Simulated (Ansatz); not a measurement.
# Quasiparticle gap of LiMgBN2 (I-4m2)

Wanted: the gap of LiMgBN2 (I-4m2) with a many-body correction, and the time that it takes.

Method: PBE, then G0W0 on it, plane waves, PAW, in Ansatz 0.2.0.

## 1. The structure

It takes space group I-4m2 (No. 119, tetragonal). The conventional cell has a = 3.819 Å, b = 3.819 Å, c = 8.887 Å, α = 90.00°, β = 90.00°, γ = 90.00°. Li has 4 N at 2.10 Å nearest. Nearest to Mg lie 4 N at 2.10 Å. Nearest to B lie 2 N at 1.34 Å. Nearest to N lie 1 B at 1.34 Å and 2 Li at 2.10 Å and 2 Mg at 2.10 Å. Farther neighbours and most contacts between anions are not listed.

The cell and positions are those that the Materials Project relaxed with its own functionals (PBE, PBE+U or r2SCAN), kept fixed.

## 2. The PBE band structure

Levels along a band path and on the mesh show where this functional puts the band edges.

This step: DFT, PBE, plane waves, PAW; PAW set soft_1.

input.yaml reads:

```yaml
crystal:
  lattice:
    - [-1.909656, 1.909656, 4.443522]
    - [1.909656, -1.909656, 4.443522]
    - [1.909656, 1.909656, -4.443522]
  atoms:
    - { symbol: Li, position: [0.25, 0.75, 0.5] }
    - { symbol: Mg, position: [0.75, 0.25, 0.5] }
    - { symbol: B, position: [0.5, 0.5, 0.0] }
    - { symbol: "N", position: [0.6512635, 0.6512635, 0.0] }
    - { symbol: "N", position: [0.3487365, 0.3487365, 0.0] }
kpoints:
  mp_grid: { grid: [8, 8, 8] }
  band_path:
    path:
      - [[0.0, 0.0, 0.0], [0.0, 0.0, 0.5], [0.25, 0.25, 0.25], [0.0, 0.5, 0.0], [0.0, 0.0, 0.0], [0.5, 0.5, -0.5], [0.2961738, 0.7038262, -0.2961738]]
      - [[-0.2961738, 0.2961738, 0.2961738], [0.0, 0.0, 0.0]]
      - [[0.0, 0.0, 0.5], [-0.0923476, 0.0923476, 0.5]]
      - [[0.5, 0.5, -0.0923476], [0.5, 0.5, -0.5]]
    npoints: 10
hamiltonian:
  xc: pbe
  pseudopotentials: { kind: paw, azcp: { folder: soft_1 } }
scf:
  occupations: { method: fermi_dirac, width: 0.02 }
  n_extra_bands: 5
output:
  eigenvalues: true
  forces: true
  stress: true
  write_density: true
  write_potential: true
  elf: true
  volumetric_format: npy
```

Command:

```bash
$ ansatz run input.yaml --threads 3 --pin off --max-ram 92160MiB --backend cuda --events-out ev --progress --plain --runs-dir out --devices 1 --max-vram 13GiB
```

Numbers of over 12 decimals in the logs are rounded to 6 here.

The program printed:

```text
scf.n_extra_bands = 5 over 13 filled bands (N_el = 26.0): the run solves 18 bands
GPUs: using 1 of 1 available (devices: 1).
Engine: ansatz 0.2.0, x86_64-unknown-linux-gnu
Pseudopotentials: kind: paw
Pseudopotential: Li, paw, valence charge 3, recommended cutoff 420 eV (normal), soft_1/Li.paw.azcp
Pseudopotential: Mg, paw, valence charge 10, recommended cutoff 420 eV (normal), soft_1/Mg.paw.azcp
Pseudopotential: B, paw, valence charge 3, recommended cutoff 420 eV (normal), soft_1/B.paw.azcp
Pseudopotential: N, paw, valence charge 5, recommended cutoff 420 eV (normal), soft_1/N.paw.azcp
Functional definition: PBE
  parameter kappa = 0.804
  parameter beta = 0.066725
  exchange = pbe_x(kappa = kappa, mu = beta*pi^2/3)
  correlation = pbe_c(beta = beta)
device memory: the entry about to start is reckoned to put 1.9 GiB on a device that reports 43.8 GiB free (of which the cap on the GPU budget leaves the run 13.0 GiB)
GPU FFT provider: cuFFT
GPU libraries: cuBLAS 13.8.2, cuFFT 12.4.0, cuSOLVER 12.3.4
Crystal: 5 atoms, lattice volume = 64.818 Å³
Basis set: ecut = 420 eV, 1283 PW (Γ), exchange–correlation on 72×72×72 points (8 copies of the dense FFT grid, shifted against one another)
Bands: 18, of which v1, the nominal top of the filled ones, is band 13 counted from 1 (12 counted from 0)
Symmetry: 8 space group operations
Space group: I-4m2 (ITA 119), of the structure as read, at distance tolerance 4.0e-5 Å
k-points: 59 of 512 (time reversal used)
Non-local potential: Li, projectors of the file, l = 0: 3, l = 1: 2, l = 2: 1
Non-local potential: Mg, projectors of the file, l = 0: 3, l = 1: 2, l = 2: 1
Non-local potential: B, projectors of the file, l = 0: 2, l = 1: 2, l = 2: 1
Non-local potential: N, projectors of the file, l = 0: 2, l = 1: 2, l = 2: 1
PAW form: soft (Blöchl's): semilocal exchange-correlation on the pseudo side does not see the compensation charge
PAW one-centre angular grid: Li, 110 points (default); XC on 96 Gauss nodes
PAW one-centre angular grid: Mg, 110 points (default); XC on 64 Gauss nodes
PAW one-centre angular grid: B, 110 points (default); XC on 64 Gauss nodes
PAW one-centre angular grid: N, 110 points (default); XC on 64 Gauss nodes
Initial density: superposition of atomic densities (chi_scale 0.1, normalization cell, long waves kept (reshape's long-wave potential 0.02 eV rms))
Initial wavefunctions: pseudopotential atomic-orbital guess
GPU buffer pool allocated for 46656 grid points (all kernels)
GPU transforms: local potential and band sums: pruned to the plane-wave sphere, on 36×36×36
Functional: x = pbe(κ = 0.804, μ = 0.219515), c = pbe(β = 0.066725)
SCF iter   1: F=—  HF=-3059.828813 eV  |F-HF|=—  |Δ(HF+E_count)|=         —  Δρ=1.03e-1  dr2=9.26e0  ethr=3.10e-3  ⟨swp⟩=6.2  Hψ=5759  notcnv=0
preconditioner: auto → none  [insulator: Δε(μ)=4.483 eV  Ē_g=13.479 eV  σ=0.020 eV  W_gap=1.00  n_scr=14 (ndim 8)  ℏωp=18.4 eV  f_vac=0.001  D(μ)=0.00/eV (n_scr^D=0)  ε∞_Penn≈2.9]
SCF iter   2: F=—  HF=-3057.128841 eV  |F-HF|=—  |Δ(HF+E_count)|=    2.70e0  Δρ=3.07e-2  dr2=5.11e-1  ethr=3.10e-3  ⟨swp⟩=3.0  Hψ=2631  notcnv=0  defer=59
SCF iter   3: F=—  HF=-3057.053652 eV  |F-HF|=—  |Δ(HF+E_count)|=   7.52e-2  Δρ=9.25e-3  dr2=4.29e-2  ethr=1.97e-3  ⟨swp⟩=3.0  Hψ=1710  notcnv=0  defer=59
SCF iter   4: F=—  HF=-3057.063219 eV  |F-HF|=—  |Δ(HF+E_count)|=   9.57e-3  Δρ=9.74e-4  dr2=4.19e-4  ethr=1.65e-4  ⟨swp⟩=2.1  Hψ=1608  notcnv=0  defer=59
SCF iter   5: F=—  HF=-3057.063742 eV  |F-HF|=—  |Δ(HF+E_count)|=   5.23e-4  Δρ=1.58e-4  dr2=2.25e-5  ethr=1.61e-6  ⟨swp⟩=2.1  Hψ=2132  notcnv=0  defer=59
SCF iter   6: F=—  HF=-3057.063844 eV  |F-HF|=—  |Δ(HF+E_count)|=   1.03e-4  Δρ=3.43e-5  dr2=5.71e-7  ethr=8.67e-8  ⟨swp⟩=2.0  Hψ=1465  notcnv=0  defer=59
SCF iter   7: F=-3057.063845 eV  HF=-3057.063845 eV  |F-HF|=4.54e-8  |Δ(HF+E_count)|=   6.97e-7  Δρ=7.41e-6  dr2=2.40e-8  ethr=3.85e-10  ⟨swp⟩=15.4  Hψ=8851  notcnv=0
SCF 1 converged in 7 iterations: F = -3057.063845 eV  dr2 = 2.40e-8
  greatest PAW one-centre occupation: 1.000 electrons in one spin orbital (limit 2), on the Mg atom at site 1 (counted from 0), in its partial waves of l = 0
device memory: the entry about to start is reckoned to put 1.9 GiB on a device that reports 45.1 GiB free (of which the cap on the GPU budget leaves the run 13.0 GiB)
NSCF: frozen V_eff on 94 k-points, pencils in batches of 32, up to order 80
SCF converged after 7 iterations
Free energy (F): -3057.063845 eV
Harris-Foulkes:  -3057.063845 eV  (|F-HF|=4.54e-8)
Internal energy: -3057.063845 eV  (E = F + TS)
E sigma→0 (E₀):  -3057.063845 eV
Fermi energy:    4.415366 eV
--- Per-component energies (eV) ---
  E_band       = -480.595207
  E_kinetic    = 394.438436
  E_local      = -2696.318971  (includes V_loc(G=0)·N_el)
  E_nonlocal   = 254.512502
  E_hartree    = 952.775633
  E_xc         = -187.443465
  E_vxc        = -235.018908  (∫ρ·V_xc dr)
  E_paw        = -659.439191  (= ΣΔE_a)
  E_vpaw       = -103.759713  (= ΣTr[D̂ρ^β])
  E_aug_tail   = 0.001976  (compensation charges beyond the density's cutoff)
  E_ewald      = -1115.590766
  E_smearing   = -0.000000  (= −TS)
  E_closure    = -0.000000  (closes the sum)
  Σ components = -3057.063845   (vs F -3057.063845, Δ=0.00e0)
--- Forces (eV/Å), atoms counted from 1 ---
  atom   1  Li     0.00000000    -0.00000000    -0.00000000
  atom   2  Mg    -0.00000000     0.00000000     0.00000000
  atom   3  B     -0.00000000     0.00000000     0.00000000
  atom   4  N      0.00000000     0.00000000     0.04779467
  atom   5  N     -0.00000000     0.00000000    -0.04779467
  max |Σ_I F_I| component: 3.90e-17 eV/Å
--- Stress (GPa, compression-positive) ---
       -0.456153       0.000000      -0.000000
        0.000000      -0.456153       0.000000
       -0.000000       0.000000      -0.018271
  P = ⅓ Tr σ = -0.3102 GPa (-3.102 kbar)
--- Band table (eV; the first three rows and the last of 59) ---
  k-point 0: bands = [... 9 lower, 0.9908, 0.9908, 1.7554, 1.7554, 5.7087, 9.1875, 10.9442, 10.9442, ... 1 higher]
  k-point 1: bands = [... 9 lower, 0.6594, 0.8661, 1.6638, 2.0208, 6.3797, 9.6251, 10.4230, 10.4326, ... 1 higher]
  k-point 2: bands = [... 9 lower, 0.0730, 0.5568, 1.4562, 2.3846, 7.5939, 9.8046, 9.9570, 10.9122, ... 1 higher]
  k-point 58: bands = [... 9 lower, 0.2023, 0.2023, 3.1054, 3.1054, 6.6498, 9.4436, 9.6606, 9.6606, ... 1 higher]
```

Wall time 5.6 s (1 × NVIDIA H100 80GB HBM3 (shared by 6 runs) with 3 threads of AMD EPYC 7R13 (Zen 3), shared host); peak memory 0.91 GiB; 5.6 s of CPU time.

This step gave:

| Quantity | Value |
| --- | --- |
| pressure | -0.3102 GPa |
| filled bands | 13 |
| gap | 2.603 eV |
| valence top at | M |
| conduction bottom at | Γ |
| least direct gap | 3.544 eV |

Over mesh and path the gap is 2.603 eV, from k = (0.500, 0.500, -0.500) to k = Γ. The least direct gap found is 3.544 eV, at k = (0.500, 0.500, -0.500).

Electronic bands along the path, in eV, zero at the top of the highest nominally filled band:

```tsv
point	band 10	band 11	band 12	band 13	band 14	band 15	band 16	band 17
Γ	-2.11	-2.11	-1.35	-1.35	2.60	6.08	7.84	7.84
halfway	-3.03	-2.55	-1.65	-0.72	4.49	6.70	6.85	7.81
X	-3.28	-2.95	-1.91	-0.44	5.10	5.65	6.70	7.78
halfway	-3.29	-3.11	-1.64	-0.63	5.20	5.84	6.59	7.48
P	-3.29	-3.25	-1.14	-1.08	5.31	6.23	6.27	7.21
halfway	-3.01	-2.79	-1.06	-0.89	5.50	6.02	6.68	7.82
N	-2.60	-2.37	-1.12	-0.62	5.33	5.71	7.09	7.75
halfway	-2.50	-2.28	-1.14	-0.95	3.88	6.35	7.16	7.42
Γ	-2.11	-2.11	-1.35	-1.35	2.60	6.08	7.84	7.84
halfway	-2.63	-2.63	-0.58	-0.58	3.13	6.09	7.20	7.20
M	-2.90	-2.90	0.00	0.00	3.54	6.34	6.56	6.56
halfway	-2.83	-2.78	-0.30	-0.11	3.88	6.60	6.66	6.94
S	-2.99	-2.50	-0.79	-0.43	4.64	6.58	6.89	7.48
jump to S0	-2.99	-2.50	-0.79	-0.43	4.64	6.58	6.89	7.48
halfway	-2.89	-2.17	-1.14	-1.06	4.14	6.23	7.31	7.41
Γ	-2.11	-2.11	-1.35	-1.35	2.60	6.08	7.84	7.84
jump to X	-3.28	-2.95	-1.91	-0.44	5.10	5.65	6.70	7.78
halfway	-3.30	-2.93	-1.86	-0.43	5.18	5.66	6.61	7.81
R	-3.34	-2.86	-1.71	-0.41	5.39	5.70	6.34	7.90
jump to G	-3.34	-2.86	-1.71	-0.41	5.39	5.70	6.34	7.90
halfway	-3.19	-2.58	-0.62	-0.16	4.36	6.13	6.99	7.45
M	-2.90	-2.90	0.00	0.00	3.54	6.34	6.56	6.56
```

ELF in the ac plane of the conventional cell at fractional y = 0.000, with atoms of Li and Mg and B and N within 0.2 Å of it. It is the smooth field of the valence electrons, not physical close to the nuclei.

Ten even steps from '0' (0.00) to '9' (0.94), each cell a mean:
```
00000000000000
00000000000000
00000000000000
10000000000000
43200233210134
77621321220467
88851222222788
47873122115885
25885200036874
78875200136787
77764200125677
12443100024431
34553100024554
88875200136788
57876300147876
15885200037873
68873134115887
88751289612688
66420278500356
22100011000012
00000000000000
00000000000000
00000000000000
00000000000000
```
Columns run along a (3.8 Å), rows up along c (8.9 Å), edges of the conventional cell, whose origin can differ from the input's. Atoms in or near the plane, at fractional coordinates: Li at (0.50, 0.25), Mg at (0.50, 0.75), B at (0.00, 0.50), N at (0.00, 0.65), N at (0.00, 0.35).

Valence density in the ac plane of the conventional cell at fractional y = 0.000, with atoms of Li and Mg and B and N within 0.2 Å of it. It is the smooth field of the valence electrons, not physical close to the nuclei.

Ten steps, logarithmic in the rise over the least value, from '_' (0 e/Å³) to '@' (24 e/Å³), each cell a mean:
```
____________________________
____________________________
____________________________
______________..____________
________..--**##++::________
::......::**@@@@%%==......::
==--::..::++%%@@##==..::--==
++++==::..::====--....--==++
++++==::..________....--==++
++==--::..__________..::==++
==--::..____________..::--==
::::::..____________....::::
----::..____________....::--
====--....__________..::--==
++++--::..__________..--==++
++++==::..__________..--++++
++==--::....--==::....::==++
--::::....--**##++::....::--
....______--++**==..____....
____________..::..__________
____________________________
____________________________
____________________________
____________________________
```
Columns run along a (3.8 Å), rows up along c (8.9 Å), edges of the conventional cell, whose origin can differ from the input's. Atoms in or near the plane, at fractional coordinates: Li at (0.50, 0.25), Mg at (0.50, 0.75), B at (0.00, 0.50), N at (0.00, 0.65), N at (0.00, 0.35).

(Continued in part 2 of 2.)

[Paths, hosts, dates, memory and timing lines, banners, echoed tables and standing remarks are left out of the program output.]

[Logs are printed without paths, hosts, clocks, repeated set-up lines and the standing remarks that a program may print on its own settings, such as how far it seeks lower states.]

[Runs of the session that timed out or met a known fault of the program may be left out.]

[Cells called generated may have been cut or substituted from an entry of the Crystallography Open Database or the Materials Project.]

[Hosts, paths, dates, database ids (printed as entryN), source tags and the programs' standing remarks are cut or masked in the printed files.]

[Where an RPA ε∞ is given, it is that of the G0W0 mesh and is not shown converged in it. Names of k-points follow the symmetry that the program found, which can be lower than the space group named. Band edges on a path are those of the sampled points; other points can move an edge, and change direct to indirect where valleys lie close.]

[Hybrid gaps are those of their k-mesh and are not shown converged in it.]
